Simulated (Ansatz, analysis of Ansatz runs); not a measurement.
# Local vibrational mode of interstitial H+ in rutile SnO2 (PBE)

Subject: interstitial H+ in rutile SnO2. Wanted: its local vibrational mode, in one set-up (PBE, 24-site cell, PBE lattice, 420 eV, k: the single point 1/4 1/4 1/4, with the key nspin). The model is a cell of 24 host atoms with 1 H put in. The frequencies come from force constants among the defect atom and its neighbours, with the masses of the isotopes named.

**The experiment.** O-H stretch, 1H: 3156.1 cm⁻¹ at 4.2 K, by polarized FTIR absorption (“Hydrogen impurities and shallow donors in SnO2 studied by infrared spectroscopy”, 2011, F. Bekisli et al.). O-D stretch, 2H: 2360.4 cm⁻¹ at 4.2 K, by polarized FTIR absorption (“Hydrogen impurities and shallow donors in SnO2 studied by infrared spectroscopy”, 2011, F. Bekisli et al.).

Program: Ansatz 0.2.0. Level of theory: plane-wave PAW DFT, PBE; relaxation of all atoms of a defect supercell. Results are calculated unless marked as measured.

## Step 1: Set-up

The cell holds 25 atoms: 8 Sn, 16 O and 1 H. Cell: a = 6.826 Å, b = 6.826 Å, c = 6.477 Å, α = 90.0°, β = 90.0°, γ = 90.0°. It derives from SnO2 (space group P4_2/mnm). Nearest the centre at fractional (0.648, 0.307, 0.250): H25 at 0.00 Å, O8 at 1.01 Å, Sn14 at 2.32 Å, Sn2 at 2.32 Å, Sn4 at 2.33 Å, O6 at 2.35 Å, O18 at 2.35 Å, O11 at 2.53 Å. The cell carries charge +1.

The host's primitive cell comes from a first run (plane-wave PAW DFT, PBE; relaxation of the host's cell and atoms): vectors of 4.827, 4.827 and 3.238 Å. That is 12.57 Å³ an atom, 5.5 % over the diffraction cell's volume. The supercell is built on it.

## Step 2: Relaxation, charge +1

Every later number rests on the structure around the defect, so the atoms are relaxed at the host's lattice first.

File relax/input.yaml:

```yaml
relax:
  f_tol: 0.01
  max_steps: 80
  random_displacement: { amplitude: 0.02, seed: 317 }
crystal:
  lattice:
    - [4.82691784, 4.82691784, 0.0]
    - [-4.82691784, 4.82691784, 0.0]
    - [0.0, 0.0, 6.47657047]
  atoms:
    - { symbol: Sn, position: [0.0, 0.0, 0.0] }
    - { symbol: Sn, position: [0.5, 0.5, 0.0] }
    - { symbol: Sn, position: [0.0, 0.5, 0.25] }
    - { symbol: Sn, position: [0.5, 0.0, 0.25] }
    - { symbol: O, position: [0.306570869, 0.0, 0.0] }
    - { symbol: O, position: [0.806570869, 0.5, 0.0] }
    - { symbol: O, position: [0.0, 0.806570869, 0.25] }
    - { symbol: O, position: [0.5, 0.306570869, 0.25] }
    - { symbol: O, position: [0.193429131, 0.5, 0.0] }
    - { symbol: O, position: [0.693429131, 0.0, 0.0] }
    - { symbol: O, position: [0.0, 0.193429131, 0.25] }
    - { symbol: O, position: [0.5, 0.693429131, 0.25] }
    - { symbol: Sn, position: [0.0, 0.0, 0.5] }
    - { symbol: Sn, position: [0.5, 0.5, 0.5] }
    - { symbol: Sn, position: [0.0, 0.5, 0.75] }
    - { symbol: Sn, position: [0.5, 0.0, 0.75] }
    - { symbol: O, position: [0.306570869, 0.0, 0.5] }
    - { symbol: O, position: [0.806570869, 0.5, 0.5] }
    - { symbol: O, position: [0.0, 0.806570869, 0.75] }
    - { symbol: O, position: [0.5, 0.306570869, 0.75] }
    - { symbol: O, position: [0.193429131, 0.5, 0.5] }
    - { symbol: O, position: [0.693429131, 0.0, 0.5] }
    - { symbol: O, position: [0.0, 0.193429131, 0.75] }
    - { symbol: O, position: [0.5, 0.693429131, 0.75] }
    - { symbol: H, position: [0.647749, 0.3071, 0.25] }
total_charge: 1
basis:
  ecutwfc: 420
  xc_grid: 2
hamiltonian:
  xc: pbe
kpoints:
  mp_grid: { grid: [1, 1, 1], shift: [0.25, 0.25, 0.25] }
scf:
  occupations: { method: fermi_dirac, width: 0.01 }
  max_iter: 60
output:
  forces: true
magnetization:
  nspin: 2
checkpoint:
  write: "../relax.run"
  compress: false
  write_wavefunctions: true
  write_every: 100000
```

The run is started by

```sh
$ ansatz run input.yaml --threads 2 --pin off --max-ram 3768MiB --backend cpu --events-out ev --progress --plain --runs-dir out
```

What it wrote:

```text
Error: YAML parse error: error: line 50 column 3: unknown field `nspin`, expected one of spin_polarized, noncollinear, spin_orbit, initial_magnetization, per_species, retry_lost_moments, magnetic_field, spin_locking, spin_spiral
  --> <input>:50:3
   |
48 |   forces: true
49 | magnetization:
50 |   nspin: 2
   |   ^ unknown field `nspin`, expected one of spin_polarized, noncollinear, spin_orbit, initial_magnetization, per_species, retry_lost_moments, magnetic_field, spin_locking, spin_spiral
51 | checkpoint:
52 |   write: "../relax.run"
   |
```

Wall time 0.03 s (2 threads of Intel Xeon Platinum 8488C (Sapphire Rapids), shared host); peak memory 0.028 GiB.

The program refused the input before any cycle.

The program's message: “Error: YAML parse error: error: line 50 column 3: unknown field `nspin`, expected one of spin_polarized, noncollinear, spin_orbit, initial_magnetization, per_species, retry_lost_moments, magnetic_fiel …”

## Step 3: Outcome

The local vibrational mode was not obtained, because the step “relaxation, charge +1” was refused by the program; the cause lies in the set-up: nspin is a key of another program.

[Logs are printed without paths, hosts, clocks, repeated set-up lines and the standing remarks that a program may print on its own settings, such as how far it seeks lower states.]

[Hosts, paths, dates, database ids (printed as entryN), source tags and the programs' standing remarks are cut or masked in the printed files.]

[For some hosts the program warned that the k-mesh of the response run may be too coarse for force constants and the static dielectric constant; such warnings are not shown here.]
